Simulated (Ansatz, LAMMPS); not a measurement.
# Relaxing glassy 79SiO2-7BaO-7CaO-7Na2O (mol %) (166 atoms), part 3 of 3

Wanted: the relaxed structure of glassy 79SiO2-7BaO-7CaO-7Na2O (mol %) (166 atoms) and its electronic structure.

Ansatz 0.2.0; Kohn-Sham DFT, PBE, PAW (set soft_2), plane waves.

The cell: 46 Si, 4 Ba, 4 Ca, 8 Na and 104 O. The quench rate of 50 K/ps far exceeds what a furnace or splat quench reaches. The network of bonds at the start is that of the classical potential that made the cell. Sampling is at Γ alone, for a cell whose shortest periodic width is 13 Å. Spin–orbit coupling is left out.

So far, density (g/cm³): step 5 (distances and neighbours after relaxation) 2.72.

**6. Single point at the relaxed geometry**

One more single point at the end of the walk gives the fuller output and checks the residual forces.

input.yaml reads:

```yaml
crystal:
  lattice:
    - [13.29459, 0.0, 0.0]
    - [0.0, 13.29459, 0.0]
    - [0.0, 0.0, 13.29459]
  atoms:
    - { symbol: Si, position: [0.41558, 0.44238, 0.56747] }
    - { symbol: Si, position: [0.41205, 0.64715, 0.01713] }
    - { symbol: Si, position: [0.17973, 0.69767, 0.64335] }
    - { symbol: Si, position: [0.39011, 0.3351, 0.0753] }
    - { symbol: Si, position: [0.08044, 0.90472, 0.985] }
    - { symbol: Si, position: [0.54603, 0.45939, 0.95833] }
    - { symbol: Si, position: [0.74444, 0.34738, 0.5182] }
    - { symbol: Si, position: [0.01548, 0.86786, 0.60581] }
    - { symbol: Si, position: [0.29814, 0.20155, 0.39063] }
    - { symbol: Si, position: [0.5367, 0.71266, 0.73376] }
    - { symbol: Si, position: [0.26802, 0.4367, 0.74475] }
    - { symbol: Si, position: [0.64759, 0.36454, 0.77751] }
    - { symbol: Si, position: [0.41707, 0.04829, 0.73492] }
    - { symbol: Si, position: [0.67273, 0.07202, 0.2284] }
    - { symbol: Si, position: [0.21963, 0.22534, 0.01387] }
    - { symbol: Si, position: [0.7281, 0.13391, 0.01292] }
    - { symbol: Si, position: [0.51492, 0.80657, 0.14909] }
    - { symbol: Si, position: [0.73418, 0.73409, 0.10965] }
    - { symbol: Si, position: [0.29034, 0.43788, 0.37739] }
    - { symbol: Si, position: [0.27335, 0.52325, 0.15763] }
    - { symbol: Si, position: [0.10649, 0.4975, 0.51843] }
    - { symbol: Si, position: [0.93287, 0.07993, 0.9033] }
    - { symbol: Si, position: [0.50085, 0.23155, 0.64316] }
    - { symbol: Si, position: [0.14497, 0.18302, 0.23124] }
    - { symbol: Si, position: [0.84145, 0.32305, 0.09996] }
    - { symbol: Si, position: [0.67705, 0.82973, 0.88976] }
    - { symbol: Si, position: [0.55511, 0.03297, 0.9162] }
    - { symbol: Si, position: [0.90027, 0.48431, 0.41369] }
    - { symbol: Si, position: [0.01471, 0.30768, 0.94398] }
    - { symbol: Si, position: [0.48206, 0.8872, 0.57227] }
    - { symbol: Si, position: [0.72024, 0.63642, 0.42428] }
    - { symbol: Si, position: [0.45209, 0.16898, 0.22912] }
    [... 128 atom lines left out ...]
    - { symbol: O, position: [0.9328, 0.35371, 0.02303] }
    - { symbol: O, position: [0.89693, 0.26801, 0.19328] }
    - { symbol: O, position: [0.02809, 0.18689, 0.65228] }
    - { symbol: O, position: [0.41422, 0.16883, 0.34813] }
    - { symbol: O, position: [0.92055, 0.97125, 0.19858] }
    - { symbol: O, position: [0.52002, 0.92633, 0.12076] }
kpoints:
  mp_grid: { grid: [1, 1, 1] }
hamiltonian:
  xc: pbe
scf:
  occupations: { method: gaussian, width: 0.025 }
output:
  forces: true
  stress: true
  populations: true
  dos:
    method: { smearing: { sigma: 0.08 } }
    de: 0.1
    projected: { site_lists: { Ba: [Ba], Ca: [Ca], Na: [Na], O: [O], Si: [Si] } }
  eigenvalues: true
  write_density: true
  write_potential: true
  volumetric_format: npy
  elf: true
```

The run is started by

```
ansatz run input.yaml --threads 4 --pin off --max-ram 8192MiB --backend cpu --events-out ev --progress --plain --runs-dir out
```

Numbers of over 12 decimals in the logs are rounded to 6 here.

What it wrote:

```text
[...]
Crystal: 166 atoms, lattice volume = 2349.767 Å³
Basis set: ecut = 420 eV, 45961 PW (Γ), exchange–correlation on 180×180×180 points (8 copies of the dense FFT grid, shifted against one another)
Bands: 646, of which v1, the nominal top of the filled ones, is band 480 counted from 1 (479 counted from 0)
Symmetry: 1 space group operations
[...]
k-points: 1
[...]
SCF iter   1: F=—  HF=-131406.569729 eV  |F-HF|=—  |Δ(HF+E_count)|=         —  Δρ=1.86e-3  dr2=1.10e-1  ethr=1.77e-3  ⟨swp⟩=6.0  Hψ=3052  notcnv=0  defer=157
[...]
SCF iter   9: F=-131406.577642 eV  HF=-131406.577642 eV  |F-HF|=4.31e-9  |Δ(HF+E_count)|=   1.65e-7  Δρ=1.73e-6  dr2=6.13e-8  ethr=1.04e-11  ⟨swp⟩=22.0  Hψ=6002  notcnv=0
SCF 1 converged in 9 iterations: F = -131406.577642 eV  dr2 = 6.13e-8
[...]
SCF converged after 9 iterations
Free energy (F): -131406.577642 eV
[...]
Internal energy: -131406.577642 eV  (E = F + TS)
E sigma→0 (E₀):  -131406.577642 eV
Fermi energy:    5.707972 eV
[...]
--- Forces (eV/Å), atoms counted from 1 ---
  atom   1  Si    -0.00892653     0.01260958     0.00747313
  atom   2  Si     0.00246097     0.00052231     0.00120548
  atom   3  Si    -0.00189209     0.00063919     0.00483166
  atom   4  Si    -0.00442582     0.00594387    -0.00673763
  atom   5  Si    -0.00169708    -0.00621803    -0.00259146
  atom   6  Si    -0.01467251     0.00174918     0.01165540
  atom   7  Si    -0.00325478     0.00322453    -0.00210579
  atom   8  Si    -0.00290954    -0.01422517     0.00224445
  atom   9  Si    -0.00109577     0.00066921    -0.00602672
  atom  10  Si     0.00765757     0.01078416     0.01604662
  atom  11  Si    -0.00066658    -0.00679008    -0.00283555
  atom  12  Si    -0.00417695     0.00987845     0.00171558
  atom  13  Si     0.00790289     0.00010942     0.00209943
  atom  14  Si    -0.00991705     0.00619544    -0.00348617
[...]
atom 165  O      0.00006925     0.00324734    -0.00340308
  atom 166  O     -0.00379227    -0.01086307    -0.00087194
  max |Σ_I F_I| component: 7.17e-5 eV/Å
--- Stress (GPa, compression-positive) ---
        0.529122       1.140935       0.527434
        1.140935       0.023007      -0.002327
        0.527432      -0.002328       1.061170
  P = ⅓ Tr σ = 0.5378 GPa (5.378 kbar)
--- Band table (eV) ---
[...]
--- Löwdin populations: 166 sites ---
  site symbol       q [e]
     0     Si      2.2477
     1     Si      2.2556
     2     Si      2.2302
[...]
165      O      6.8016
  spilling = 0.012815 (of n_electrons = 960.000000)
```

Elapsed: 73 s, on 4 threads of Arm Neoverse V2, shared host; peak memory 3.9 GiB; 4.8 min of CPU time.

Read from the output:

```
free energy                                      : -131406.5776 eV
free energy per atom                             : -791.6059 eV/atom
SCF cycles                                       : 9
pressure                                         : 0.5378 GPa
r.m.s. force component                           : 0.00671 eV/Å
longest force                                    : 0.03228 eV/Å
Fermi energy                                     : 5.708 eV
gap (highest filled to lowest empty level) : 3.744 eV
spilling of the projection                       : 0.01282
```

Löwdin charges by element (they lack the spilled electrons, 0.074 e an atom on average):

| element | coordination | atoms | mean charge (e) | spread | least | most |
| --- | --- | --- | --- | --- | --- | --- |
| Ba | all | 4 | 1.86 | 0.006 | 1.85 | 1.87 |
| Ca | all | 4 | 1.78 | 0.0075 | 1.77 | 1.79 |
| Na | all | 8 | 0.807 | 0.0137 | 0.787 | 0.832 |
| O | all | 104 | -0.841 | 0.0793 | -1.05 | -0.769 |
| Si | all | 46 | 1.71 | 0.0558 | 1.58 | 1.79 |

States in the cell by windows of 1 eV, zero at the Fermi level; the larger projections on atomic orbitals stand beside the total:

| from (eV) | to (eV) | total | O p | Si p |
| --- | --- | --- | --- | --- |
| -10 | -9 | 31.7 | 22.8 | 4.4 |
| -9 | -8 | 54.7 | 41.9 | 10.7 |
| -8 | -7 | 27.3 | 21.2 | 4.9 |
| -7 | -6 | 68.5 | 55.5 | 6.9 |
| -6 | -5 | 112.8 | 99.8 | 6.0 |
| -5 | -4 | 123.9 | 114.8 | 3.4 |
| -4 | -3 | 93.9 | 88.8 | 1.6 |
| -3 | -2 | 53.9 | 50.7 | 1.3 |
| -2 | -1 | 6.9 | 6.4 | 0.3 |
| -1 | 1 | 0.0 | 0.0 | 0.0 |
| 1 | 2 | 1.9 | 0.0 | 0.1 |
| 2 | 3 | 3.1 | 0.2 | 0.3 |
| 3 | 4 | 29.0 | 1.9 | 4.0 |
| 4 | 5 | 58.1 | 3.9 | 10.7 |

The curve was stored every 0.10 eV, coarse against its broadening of 0.08 eV, so these counts are rough.

Between -26 and -10 eV lie 355 more states.

About 32 of the 960 electrons lie in deeper levels, below the stored range.

The levels nearest the highest filled one (over half full), pooled over k-points and spins:

| level less the highest filled one (eV) | occupation |
| --- | --- |
| -0.376 | 2 |
| -0.346 | 2 |
| -0.111 | 2 |
| -0.110 | 2 |
| -0.102 | 2 |
| 0 | 2 |
| 3.74 | 0 |
| 4.76 | 0 |
| 4.83 | 0 |
| 4.97 | 0 |
| 5.05 | 0 |
| 5.13 | 0 |

Electrostatic potential energy in the ab plane at fractional z = 0.363, with atoms of Si and Ba and Ca and Na and O within 0.2 Å of it. With pseudopotentials it is smooth inside the atoms' cores, unlike the true potential.

Ten even steps from '0' (-40 eV) to '9' (10 eV), each cell a mean:
```
9999999999999999999999999999864346899
9987789999999999999999999998620013689
8753368999999999999887788998520013689
8500027779999999998731147898753346889
9731158899999999998500016899988888999
9646889999999999998742257999999999999
9757999999988999999988889999999999999
9999987789843699999998778877899999999
9999873379987899889994004755788999999
9999986689999999889996336877731389999
9999999999999999999999999999820168889
9999999988778999999988889999987654578
9999999873113799999841158999998743468
9999999861001689999830048999999876448
9999999985335899999886789999999998558
8999999983137999999999999999999998888
8999999982017999999999999988999998766
8999999986447899999999999987888886567
9999999985002676899999999997534750048
9999999874102520179999999986100464579
9999999756667752489988888987423689999
9999999989999999999876778999888899999
9999999999999999999877788999999999999
9999999999999999999888899999988888999
```
Columns run along a (13.3 Å; values clipped at the 3rd and 97th percentile), rows up along b (13.3 Å). Atoms in or near the plane, at fractional coordinates: Si at (0.29, 0.44), Ba at (0.84, 0.91), Ca at (0.58, 0.81), Na at (0.58, 0.45), O at (0.82, 0.57), O at (0.61, 0.63), O at (0.28, 0.32), O at (0.41, 0.17).

ELF in the ab plane at fractional z = 0.363, with atoms of Si and Ba and Ca and Na and O within 0.2 Å of it. It is the smooth field of the valence electrons, not physical close to the nuclei.

Values, 13 rows by 16 columns, each cell a mean:
```
0.38 0.75 0.37 0.06 0.02 0.00 0.01 0.00 0.02 0.20 0.60 0.29 0.57 0.64 0.77 0.13
0.21 0.41 0.32 0.65 0.44 0.03 0.03 0.02 0.22 0.47 0.21 0.08 0.66 0.46 0.77 0.15
0.55 0.52 0.34 0.54 0.30 0.14 0.03 0.04 0.53 0.83 0.49 0.32 0.36 0.33 0.24 0.14
0.76 0.73 0.19 0.06 0.49 0.70 0.28 0.02 0.12 0.41 0.23 0.39 0.51 0.12 0.01 0.30
0.21 0.18 0.35 0.33 0.50 0.78 0.28 0.09 0.30 0.75 0.71 0.37 0.36 0.46 0.20 0.04
0.15 0.02 0.17 0.17 0.07 0.12 0.03 0.05 0.20 0.63 0.59 0.27 0.73 0.72 0.48 0.12
0.09 0.08 0.63 0.57 0.21 0.20 0.17 0.10 0.16 0.36 0.13 0.05 0.41 0.50 0.36 0.32
0.28 0.03 0.24 0.31 0.31 0.21 0.26 0.14 0.25 0.47 0.21 0.02 0.02 0.16 0.71 0.77
0.16 0.19 0.05 0.57 0.67 0.63 0.07 0.01 0.01 0.03 0.21 0.58 0.37 0.05 0.30 0.43
0.21 0.49 0.09 0.33 0.64 0.45 0.30 0.32 0.04 0.01 0.38 0.71 0.53 0.31 0.68 0.58
0.08 0.08 0.23 0.57 0.40 0.48 0.73 0.76 0.13 0.02 0.04 0.22 0.26 0.41 0.74 0.69
0.01 0.02 0.40 0.76 0.48 0.25 0.70 0.54 0.10 0.27 0.06 0.16 0.28 0.16 0.19 0.18
0.13 0.29 0.11 0.16 0.09 0.02 0.10 0.05 0.06 0.20 0.28 0.15 0.06 0.20 0.13 0.01
```
Columns run along a (13.3 Å), rows up along b (13.3 Å). Atoms in or near the plane, at fractional coordinates: Si at (0.29, 0.44), Ba at (0.84, 0.91), Ca at (0.58, 0.81), Na at (0.58, 0.45), O at (0.82, 0.57), O at (0.61, 0.63), O at (0.28, 0.32), O at (0.41, 0.17).

Mean Löwdin charges: Ba +1.86, Ca +1.78, Na +0.81, O -0.84, Si +1.71 e (they miss 1.3 % of the electrons, so they add up to more than the cell's charge).

A closer look about Ba50, one of the 4 Ba atoms: 13 atoms, nearest first, numbered in the order of the input, with positions taken from that point.

| atom | x | y | z | distance (Å) | bonds | Löwdin charge (e) |
| --- | --- | --- | --- | --- | --- | --- |
| Ba50 | 0.00 | 0.00 | 0.00 | 0.00 | 5 | 1.86 |
| O159 | -0.59 | 0.25 | -2.49 | 2.57 | 3 | -0.99 |
| O127 | -1.73 | 1.98 | -0.20 | 2.63 | 4 | -0.99 |
| O158 | 1.28 | 1.48 | 1.92 | 2.74 | 3 | -0.98 |
| O90 | 2.69 | -0.87 | -0.26 | 2.84 | 3 | -0.97 |
| O157 | -2.88 | -0.29 | -0.80 | 3.00 | 3 | -0.83 |
| O79 | -1.86 | -0.84 | 2.60 | 3.31 | 2 | -0.80 |
| Si18 | -3.00 | 1.34 | -0.91 | 3.41 | 4 | 1.66 |
| O148 | -0.27 | -2.93 | 1.90 | 3.51 | 2 | -0.79 |
| Na58 | 2.96 | 0.00 | 1.93 | 3.53 | 5 | 0.79 |
| Si39 | 0.48 | 0.88 | -3.47 | 3.62 | 4 | 1.66 |
| O67 | -2.29 | -2.76 | -0.55 | 3.62 | 2 | -0.81 |
| O112 | 1.51 | 1.95 | -2.67 | 3.63 | 3 | -0.80 |

The column of bonds counts only the pairs O-Si within 2.12 Å, O-Na within 2.88 Å, O-Ba within 3.29 Å, O-Ca within 2.83 Å; other neighbours, such as metal atoms beside each other in a compound, aren't counted, and periodic images can show an atom twice.

**7. Outcome**

```json
{
 "energy change in the relaxation": "-90.82 meV/atom",
 "r.m.s. displacement": "0.32 Å",
 "largest displacement": "1.045 Å",
 "free energy per atom": "-791.6059 eV/atom",
 "pressure": "0.5378 GPa",
 "r.m.s. force component": "0.00671 eV/Å",
 "gap (highest filled to lowest empty level)": "3.744 eV",
 "wall time of the 3 DFT runs": "15 min"
}
```

**Reading.** Relaxation lowers the energy by 90.8 meV/atom and moves atoms by 0.32 Å r.m.s.; the r.m.s. force component goes from 1.3 to 0.0067 eV/Å, the pressure goes from 5.9 to 0.54 GPa, and the gap from 3.19 to 3.74 eV. From the first step to the last the energy fell by 15.076 eV, and the largest move was 1.04 Å (Na60). The O-Ba bonds change most in mean length: from 2.940 Å (spread 0.168) to 2.778 Å (spread 0.179), and their number from 29 to 22. 78 % of the oxygens bridge two formers (Si) and 22 % are non-bridging. The highest filled and lowest empty levels differ by 3.74 eV (at Γ alone); a semilocal functional tends to put such gaps too low. In a disordered cell it changes from sample to sample, and tail or defect levels can set it.

What to keep in mind: The network of bonds at the start is that of the classical potential that made the cell; in DFT atoms moved by 0.32 Å r.m.s.

[Logs are printed without paths, hosts, clocks, repeated set-up lines and the standing remarks that a program may print on its own settings, such as how far it seeks lower states.]

[Hosts, paths, dates, database ids (printed as entryN), source tags and the programs' standing remarks are cut or masked in the printed files.]
